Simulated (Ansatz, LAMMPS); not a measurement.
# Squeezing and shearing glassy 62SiO2-19Al2O3-19CaO (mol %) (118 atoms), part 4 of 4

How stiff is glassy 62SiO2-19Al2O3-19CaO (mol %) (118 atoms), and how do its levels respond to strain?

Ansatz 0.2.0; Kohn-Sham DFT, PBEsol, PAW (set soft_2), plane waves.

The cell: 23 Si, 14 Al, 7 Ca and 74 O. The quench rate of 50 K/ps is many orders above laboratory rates. The network of bonds at the start is that of the classical potential that made the cell. Only the Γ point is sampled.

So far. Step 11 (Compressed by 1 % along x): The relaxation converged after 5 steps, 0.108 eV below its start, with a largest force component of 0.041 eV/Å. Step 11 (Compressed by 1 % along x): Compressed by 1 % along x: the energy stands 0.0648 eV above that of the reference, at a pressure of 0.693 GPa.

### 12. Sheared by 2 % in xy

A shear of the relaxed cell gives the modulus that volume changes can't reach.

The input, input.yaml:

```yaml
crystal:
  lattice:
    - [11.58645, 0.13624, 0.03795]
    - [0.13442, 11.40451, -0.24351]
    - [0.03551, -0.24313, 11.61409]
  atoms:
    [... the 118 atom lines of step 4 ...]
kpoints:
  mp_grid: { grid: [1, 1, 1] }
hamiltonian:
  xc: pbesol
scf:
  occupations: { method: gaussian, width: 0.05 }
output:
  forces: true
  eigenvalues: true
  stress: true
relax:
  f_tol: 0.05
  max_steps: 70
```

The run is started by

```
ansatz run input.yaml --threads 4 --pin off --max-ram 8192MiB --backend cpu --events-out ev --progress --plain --runs-dir out
```

Numbers of over 12 decimals in the logs are rounded to 6 here.

Output:

```text
[...]
Crystal: 118 atoms, lattice volume = 1533.744 Å³
Basis set: ecut = 420 eV, 30019 PW (Γ), exchange–correlation on 160×160×160 points (8 copies of the dense FFT grid, shifted against one another)
Bands: 442, of which v1, the nominal top of the filled ones, is band 324 counted from 1 (323 counted from 0)
Symmetry: 1 space group operations
[...]
k-points: 1
[...]
SCF iter   1: F=—  HF=-75846.292415 eV  |F-HF|=—  |Δ(HF+E_count)|=         —  Δρ=1.18e-2  dr2=1.72e0  ethr=1.77e-3  ⟨swp⟩=7.0  Hψ=2272  notcnv=0  defer=96
[...]
SCF iter   7: F=-75845.807376 eV  HF=-75845.807372 eV  |F-HF|=4.52e-6  |Δ(HF+E_count)|=   1.45e-5  Δρ=1.99e-5  dr2=6.41e-6  ethr=8.68e-9  ⟨swp⟩=16.0  Hψ=2626  notcnv=0
SCF 1 converged in 7 iterations: F = -75845.807376 eV  dr2 = 6.41e-6
[...]
relax step   1: F+E_penalty+E_count = -75845.80737622 eV  Δ(F+E_penalty+E_count) = +0.000e0 eV  max|allowed force component| = 5.382e-1 eV/Å  Δτ_max = 0.0000 Å  (7 SCF iters, dr2 threshold 6.25e-5 eV, accepted)
[...]
relax step   2: F+E_penalty+E_count = -75845.88972270 eV  Δ(F+E_penalty+E_count) = -8.235e-2 eV  max|allowed force component| = 3.479e-1 eV/Å  Δτ_max = 0.0275 Å  (5 SCF iters, dr2 threshold 1.81e-5 eV, accepted)
[...]
relax step   3: F+E_penalty+E_count = -75845.93756821 eV  Δ(F+E_penalty+E_count) = -4.785e-2 eV  max|allowed force component| = 7.920e-2 eV/Å  Δτ_max = 0.0345 Å  (6 SCF iters, dr2 threshold 7.57e-6 eV, accepted)
relax step   4: F+E_penalty+E_count = -75845.78096533 eV  Δ(F+E_penalty+E_count) = +1.566e-1 eV  max|allowed force component| = 3.751e-1 eV/Å  Δτ_max = 0.1579 Å  (9 SCF iters, rejected (line search))
[...]
relax step   5: F+E_penalty+E_count = -75845.94626965 eV  Δ(F+E_penalty+E_count) = -8.701e-3 eV  max|allowed force component| = 4.768e-2 eV/Å  Δτ_max = 0.0311 Å  (9 SCF iters, accepted)
SCF converged after 9 iterations
Free energy (F): -75845.946270 eV
[...]
Internal energy: -75845.946270 eV  (E = F + TS)
E sigma→0 (E₀):  -75845.946270 eV
Fermi energy:    6.122219 eV
[...]
--- Forces (eV/Å), atoms counted from 1 ---
  atom   1  Si     0.02332326     0.01088593     0.03050309
  atom   2  Si    -0.02230185     0.02558676     0.01381627
  atom   3  Si    -0.00761448     0.01298068    -0.00620564
  atom   4  Si     0.00166051    -0.01260117     0.00462010
  atom   5  Si     0.03598262    -0.00089976     0.00942928
  atom   6  Si    -0.00513341    -0.00462955    -0.01703965
  atom   7  Si    -0.01938615    -0.00806505    -0.00528991
  atom   8  Si     0.01405380    -0.01058401    -0.00368058
  atom   9  Si    -0.00758346    -0.02794843    -0.00717917
  atom  10  Si     0.01651888    -0.00041552    -0.01196311
  atom  11  Si    -0.00429399    -0.02063651     0.00729995
  atom  12  Si     0.00895619     0.01433501     0.00040069
  atom  13  Si    -0.01113985     0.01717165    -0.01813603
  atom  14  Si    -0.00999215    -0.00328577     0.01097457
[...]
atom 117  O     -0.00264582    -0.00535462     0.01354883
  atom 118  O     -0.01528631    -0.00063581     0.01269368
  max |Σ_I F_I| component: 1.29e-4 eV/Å
--- Stress (GPa, compression-positive) ---
       -0.055886      -0.858854      -0.002858
       -0.858847      -0.104161      -0.055601
       -0.002853      -0.055600       0.027223
  P = ⅓ Tr σ = -0.0443 GPa (-0.443 kbar)
--- Band table (eV) ---
[...]
--- Relaxed structure (5 steps of the walk, 4 accepted, 0 SCFs on fresh bases) ---
  F+E_penalty+E_count = -75845.94626965 eV   max|allowed force component| = 4.768e-2 eV/Å
  atoms:
    - { symbol: Si, position: [0.038459, 0.315355, 0.939606] }
    - { symbol: Si, position: [0.667415, 0.695055, 0.156876] }
    - { symbol: Si, position: [0.602944, 0.966187, 0.664908] }
    - { symbol: Si, position: [0.293054, 0.235392, 0.952687] }
[...]
- { symbol: O, position: [0.607476, 0.537308, 0.449749] }
```

Run time: 66 s. Hardware: 4 threads of Intel Xeon Platinum 8375C at 2.90GHz (Ice Lake), shared host; peak memory 2.4 GiB; 4.1 min of CPU time.

The relaxation converged after 5 steps, 0.139 eV below its start, with a largest force component of 0.048 eV/Å.

Sheared by 2 % in xy: the energy stands 0.0792 eV above that of the reference, at a pressure of -0.0443 GPa.

### 13. Pressure against volume

Atoms are relaxed at each volume, in the scaled cell.

```
volume change (%)  volume (Å³/atom)  energy change (meV/atom)  pressure (GPa)  largest move on relaxing (Å)  bonds  gap (eV)
              -10            11.699                     28.28            7.33                          0.51    195                3.65
               -6            12.219                      9.72            4.15                          0.26    194                3.51
               -3            12.609                      2.31            1.93                          0.15    192                3.42
               +0            12.999                      0.00            0.00                             -    189                3.33
               +3            13.389                      2.13           -1.73                          0.12    187                3.25
               +6            13.779                      8.14           -3.22                          0.25    186                3.19
```

### 14. Uniaxial strain and shear

Stress (GPa, compression positive) less that of the relaxed cell, atoms relaxed:

```
                   strain      xx      yy      zz      xy  energy change (meV/atom)
 stretched by 1 % along x  -1.020  -0.417  -0.317  -0.027                      0.42
compressed by 1 % along x   1.182   0.519   0.376   0.032                      0.55
     sheared by 2 % in xy  -0.052  -0.087   0.005  -0.862                      0.67
```

### 15. What came out

The bulk modulus, from the slope of pressure against ln V over the three points nearest the relaxed volume, is 60.9 GPa; a quadratic over all points gives a pressure derivative of about 2.8. The count of bonds runs from 186 to 195 over the series, so at some points contacts cross the cutoffs. At -10 % some atom moved by over 0.5 Å on relaxing, so that point may sit in another local minimum. The gap goes from 3.65 eV at the smallest volume to 3.19 eV at the largest, -2.8 eV per unit of ln V by a straight line, on the run's k-points. In the Cartesian axes of the cell, finite differences give C11 = 110, C12 = 46.8, C13 = 34.7 and C66 = 43.1 GPa (the shear of 2 % is the engineering strain, εxy = 0.01). The mean of C11, C12 and C13, which equals the bulk modulus in a cubic or isotropic solid, is 63.9 GPa: it agrees with the bulk modulus within 10 %. For an isotropic solid C66 would equal (C11 − C12)/2 = 31.6 GPa; so small a sample needn't be isotropic, and C66 rests on one shear. The two differ too much for isotropic moduli to be formed.

**Limits.** Strains are finite and relaxations stop at the force tolerance of the input, which can leave moduli too stiff; they are those of a static cell at zero temperature. Volumes are changed with the cell's shape held, so in an anisotropic solid the modulus lies over the one under free hydrostatic load. The program notes that the SCF threshold of the relaxations is loose for the stress.

The DFT runs together took 18 min of wall time.

[Logs are printed without paths, hosts, clocks, repeated set-up lines and the standing remarks that a program may print on its own settings, such as how far it seeks lower states.]

[Hosts, paths, dates, database ids (printed as entryN), source tags and the programs' standing remarks are cut or masked in the printed files.]
